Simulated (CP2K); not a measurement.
2-nitrosoimidazole has these distinct N atoms: N2 (bonded to C and O), N4 (bonded to 2 C) and N7 (bonded to 2 C and H).

```xyz
10

O     2.8643    0.0596    0.1329
N     2.1001   -0.8302   -0.3039
C     0.7464   -0.4958   -0.2045
N    -0.2523   -1.2996   -0.5925
C    -1.3904   -0.6126   -0.3167
C    -1.0926    0.6337    0.2464
N     0.2640    0.6905    0.3119
H    -2.3724   -1.0259   -0.5244
H    -1.7277    1.4430    0.5897
H     0.8606    1.4373    0.6613
```

Their partial N K spectra (CP2K XAS_TDP, all-electron GAPW, PBEh(45%), aug-cc-pVDZ, TDA, GW2X-corrected core level, no relativity) are given in random order, each times the number of alike atoms.

Gaussian full width 0.5 eV, oscillator strength per eV, alike atoms added, rows of zeros left out:

| E (eV) | curve 1 | curve 2 | curve 3 |
| --- | --- | --- | --- |
| 398.75 | 0.006 | 0.000 | 0.000 |
| 399.00 | 0.044 | 0.000 | 0.000 |
| 399.25 | 0.077 | 0.000 | 0.000 |
| 399.50 | 0.035 | 0.000 | 0.000 |
| 399.75 | 0.004 | 0.006 | 0.000 |
| 400.00 | 0.000 | 0.054 | 0.000 |
| 400.25 | 0.000 | 0.120 | 0.000 |
| 400.50 | 0.000 | 0.068 | 0.000 |
| 400.75 | 0.000 | 0.010 | 0.000 |
| 401.25 | 0.000 | 0.000 | 0.008 |
| 401.50 | 0.000 | 0.000 | 0.036 |
| 401.75 | 0.000 | 0.000 | 0.039 |
| 402.00 | 0.000 | 0.000 | 0.011 |
| 402.25 | 0.000 | 0.000 | 0.001 |
| 402.75 | 0.001 | 0.000 | 0.000 |
| 403.00 | 0.008 | 0.000 | 0.000 |
| 403.25 | 0.022 | 0.000 | 0.000 |
| 403.50 | 0.017 | 0.000 | 0.000 |
| 403.75 | 0.003 | 0.000 | 0.000 |
| 404.00 | 0.001 | 0.000 | 0.000 |
| 404.25 | 0.005 | 0.000 | 0.000 |
| 404.50 | 0.006 | 0.000 | 0.004 |
| 404.75 | 0.004 | 0.000 | 0.021 |
| 405.00 | 0.005 | 0.000 | 0.038 |
| 405.25 | 0.003 | 0.000 | 0.032 |
| 405.50 | 0.001 | 0.000 | 0.012 |
| 405.75 | 0.001 | 0.000 | 0.001 |
| 406.00 | 0.004 | 0.000 | 0.000 |
| 406.25 | 0.005 | 0.000 | 0.001 |
| 406.50 | 0.005 | 0.000 | 0.008 |
| 406.75 | 0.006 | 0.000 | 0.016 |
| 407.00 | 0.018 | 0.000 | 0.011 |
| 407.25 | 0.028 | 0.001 | 0.006 |
| 407.50 | 0.019 | 0.007 | 0.006 |
| 407.75 | 0.023 | 0.019 | 0.014 |
| 408.00 | 0.033 | 0.019 | 0.029 |
| 408.25 | 0.023 | 0.008 | 0.041 |
| 408.50 | 0.012 | 0.005 | 0.050 |
| 408.75 | 0.019 | 0.012 | 0.032 |
| 409.00 | 0.023 | 0.011 | 0.015 |
| 409.25 | 0.010 | 0.006 | 0.011 |
| 409.50 | 0.004 | 0.016 | 0.014 |
| 409.75 | 0.007 | 0.039 | 0.015 |
| 410.00 | 0.009 | 0.034 | 0.014 |
| 410.25 | 0.010 | 0.014 | 0.016 |
| 410.50 | 0.017 | 0.024 | 0.008 |

Question: Which curve belongs to which atom?

Curve 1: N4 (bonded to 2 C), leading line at 399.23 eV (f = 0.042 an atom), ionisation energy 406.10 eV, term value 6.87 eV. Curve 2: N2 (bonded to C and O), leading line at 400.27 eV (f = 0.065 an atom), ionisation energy 409.80 eV, term value 9.53 eV. Curve 3: N7 (bonded to 2 C and H), leading line at 401.64 eV (f = 0.024 an atom), ionisation energy 407.96 eV, term value 6.32 eV. The leading line of an atom is its first one with 35 % of the strongest within 2.5 eV of its lowest line over the strength cut. A line lies at the core ionisation energy, which rises as an atom loses charge to its neighbours or to a π system, less the term value, which is large for a low π* or σ* orbital with weight on that atom.

[Banner, clock and machine lines of the logs are left out without a mark of their own.]

[Logs are printed without paths, hosts, clocks, repeated set-up lines and the standing remarks that a program may print on its own settings, such as how far it seeks lower states.]

[Hosts, paths, dates, database ids (printed as entryN), source tags and the programs' standing remarks are cut or masked in the printed files.]
